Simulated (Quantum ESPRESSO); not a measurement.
# VClO: parallel and opposed starts

Wanted: the moments of VClO and the energy of each order that was tried.

Calculated with Quantum ESPRESSO 7.5; PBEsol; plane waves with GBRV 1.5 PBEsol potentials, no spin-orbit coupling.

This is a report of a sequence of runs, with most program output left out.

## 1. Set-up

The structure is orthorhombic, space group Pmmn (No. 59). Conventional cell: a = 3.300 Å, b = 3.780 Å, c = 7.910 Å, α = 90.00°, β = 90.00°, γ = 90.00°. Nearest to V lie 4 O at 1.97 to 2.08 Å and 2 Cl at 2.36 Å. Nearest to Cl lie 2 V at 2.36 Å. Nearest to O lie 4 V at 1.97 to 2.08 Å. Farther neighbours and most contacts between anions are not listed.

The cell comes from the Crystallography Open Database.

## 2. Run 1, typed as ferro ++

The signs are those of the starting moments on the seeded atoms, the atoms that are given a moment.

Contents of pw.in:

```
&CONTROL
  calculation = 'scf'
  prefix = 'pwscf'
  outdir = './tmp'
  pseudo_dir = './pseudo'
  disk_io = 'nowf'
/
&SYSTEM
  ibrav = 0
  celldm(1) = 8
  nat = 6
  ntyp = 3
  ecutwfc = 40
  ecutrho = 280
  nbnd = 38
  occupations = 'smearing'
  smearing = 'fd'
  degauss = 0.00367493
  nspin = 2
  starting_magnetization(1) = 0.1538
  starting_magnetization(2) = 0
  starting_magnetization(3) = 0
/
&ELECTRONS
  conv_thr = 1.2d-08
  electron_maxstep = 150
  mixing_beta = 0.3
/
ATOMIC_SPECIES
V      50.9415 v_pbesol_v1.4.uspp.F.UPF
Cl     35.4500 cl_pbesol_v1.4.uspp.F.UPF
O      15.9990 o_pbesol_v1.2.uspp.F.UPF
CELL_PARAMETERS alat
   0.7795120264081    0.0000000000000    0.0000000000000
   0.0000000000000    0.8928955938857    0.0000000000000
   0.0000000000000    0.0000000000000    1.8684667057237
ATOMIC_POSITIONS crystal
V       0.0000000000    0.5000000000    0.1148000000
V       0.5000000000    0.0000000000    0.8852000000
Cl      0.5000000000    0.5000000000    0.3279000000
Cl      0.0000000000    0.0000000000    0.6721000000
O       0.5000000000    0.5000000000    0.9542000000
O       0.0000000000    0.0000000000    0.0458000000
K_POINTS automatic
6 6 6 0 0 0
```

Run with:

```sh
> OMP_NUM_THREADS=1 mpirun -n 4 pw.x -nk 4 -in pw.in > pw.out
```

It took 50 s on 4 MPI ranks of Intel Xeon Platinum 8488C (Sapphire Rapids), shared host; peak memory 0.66 GiB; 3.3 min of CPU time.

Spin moment in the atom's sphere by atom:

```csv
atom,spin moment in the atom's sphere (μB)
V1,1.51
V2,1.51
Cl3,-0.01
Cl4,-0.01
O5,-0.03
O6,-0.03
```

This step gave:

```yaml
smearing_term_ts: 0.04725 eV
magnetization: 4 μB
absolute_magnetization: 4.216 μB
final_state: ferromagnetic
```

## 3. Run 2, typed as antiferro +−

Changes to pw.in since step 2:

```diff
@@ -11,6 +11,6 @@
   nat = 6
-  ntyp = 3
+  ntyp = 4
   ecutwfc = 40
   ecutrho = 280
-  nbnd = 38
+  nbnd = 36
   occupations = 'smearing'
@@ -20,4 +20,5 @@
   starting_magnetization(1) = 0.1538
-  starting_magnetization(2) = 0
+  starting_magnetization(2) = -0.1538
   starting_magnetization(3) = 0
+  starting_magnetization(4) = 0
 /
@@ -29,3 +30,4 @@
 ATOMIC_SPECIES
-V      50.9415 v_pbesol_v1.4.uspp.F.UPF
+V1     50.9415 v_pbesol_v1.4.uspp.F.UPF
+V2     50.9415 v_pbesol_v1.4.uspp.F.UPF
 Cl     35.4500 cl_pbesol_v1.4.uspp.F.UPF
@@ -37,4 +39,4 @@
 ATOMIC_POSITIONS crystal
-V       0.0000000000    0.5000000000    0.1148000000
-V       0.5000000000    0.0000000000    0.8852000000
+V1      0.0000000000    0.5000000000    0.1148000000
+V2      0.5000000000    0.0000000000    0.8852000000
 Cl      0.5000000000    0.5000000000    0.3279000000
```

The job ended after 50 s (4 MPI ranks; peak memory 0.8 GiB; 3.4 min of CPU time).

Spin moment in the atom's sphere by atom:

```
atom  spin moment in the atom's sphere (μB)
  V1                                   1.46
  V2                                  -1.46
 Cl3                                  -0.01
 Cl4                                   0.01
  O5                                   0.04
  O6                                  -0.04
```

This step gave:

* smearing term TS: 0.05059 eV
* magnetization: 0 μB
* absolute magnetization: 4.071 μB
* final state: antiferromagnetic

## 4. Run 3 (no spin polarisation)

Changes to pw.in since step 3:

```diff
@@ -11,3 +11,3 @@
   nat = 6
-  ntyp = 4
+  ntyp = 3
   ecutwfc = 40
@@ -18,7 +18,2 @@
   degauss = 0.00367493
-  nspin = 2
-  starting_magnetization(1) = 0.1538
-  starting_magnetization(2) = -0.1538
-  starting_magnetization(3) = 0
-  starting_magnetization(4) = 0
 /
@@ -30,4 +25,3 @@
 ATOMIC_SPECIES
-V1     50.9415 v_pbesol_v1.4.uspp.F.UPF
-V2     50.9415 v_pbesol_v1.4.uspp.F.UPF
+V      50.9415 v_pbesol_v1.4.uspp.F.UPF
 Cl     35.4500 cl_pbesol_v1.4.uspp.F.UPF
@@ -39,4 +33,4 @@
 ATOMIC_POSITIONS crystal
-V1      0.0000000000    0.5000000000    0.1148000000
-V2      0.5000000000    0.0000000000    0.8852000000
+V       0.0000000000    0.5000000000    0.1148000000
+V       0.5000000000    0.0000000000    0.8852000000
 Cl      0.5000000000    0.5000000000    0.3279000000
```

The job ended after 26 s (4 MPI ranks; peak memory 0.5 GiB; 1.7 min of CPU time).

Numbers from this step:

```
smearing term TS : 0.08906 eV
final state      : non-magnetic (no spin polarisation)
```

## 5. The states side by side

An order is kept where moments of 0.15 μB or more survive with the typed signs; meshes match where a doubled cell samples the same k points as the first cell.

Orders:

```
               start        final state  typed order kept  energy over the lowest (meV a seeded atom)  largest site moment (μB)  net moment (μB a cell of the first run)  mesh matched  CPU time (s)
            ferro ++      ferromagnetic               yes                                           0                     1.507                                        4           yes         198.3
        antiferro +-  antiferromagnetic               yes                                       30.34                     1.457                                        0           yes         201.1
no spin polarisation       non-magnetic                 -                                       532.9                         0                                        0           yes         101.2
```

## 6. What came out

```json
{
  "lowest state found": "ferromagnetic (from ferro ++)",
  "largest site moment": "1.51 μB",
  "next state with moments": "antiferromagnetic, 30.3 meV a seeded atom higher",
  "state without moments": "533 meV a seeded atom higher"
}
```

What this shows: Forming the moments gains more than four times the spread of the orders, as local moments do. Only these 3 starts were compared; other wavevectors, canted and longer-period orders were not. No Hubbard term acts here. In such compounds local and semilocal functionals without one often delocalise the d electrons, and can shrink or lose moments and miss the size, sign and order of the couplings. The smearing term is large for its width, so states at the Fermi level are partly filled: at this level the cell is a metal or has a gap of a few widths at most.

[Logs and program files are shortened in this print: banners, set-up blocks, solver, clock and traceback lines can be left out without a mark of their own.]

[Logs are printed without paths, hosts, clocks, repeated set-up lines and the standing remarks that a program may print on its own settings, such as how far it seeks lower states.]

[Hosts, paths, dates, database ids (printed as entryN), source tags and the programs' standing remarks are cut or masked in the printed files.]

[Where a cell is said to come from a database of computed structures, the database is the Materials Project.]
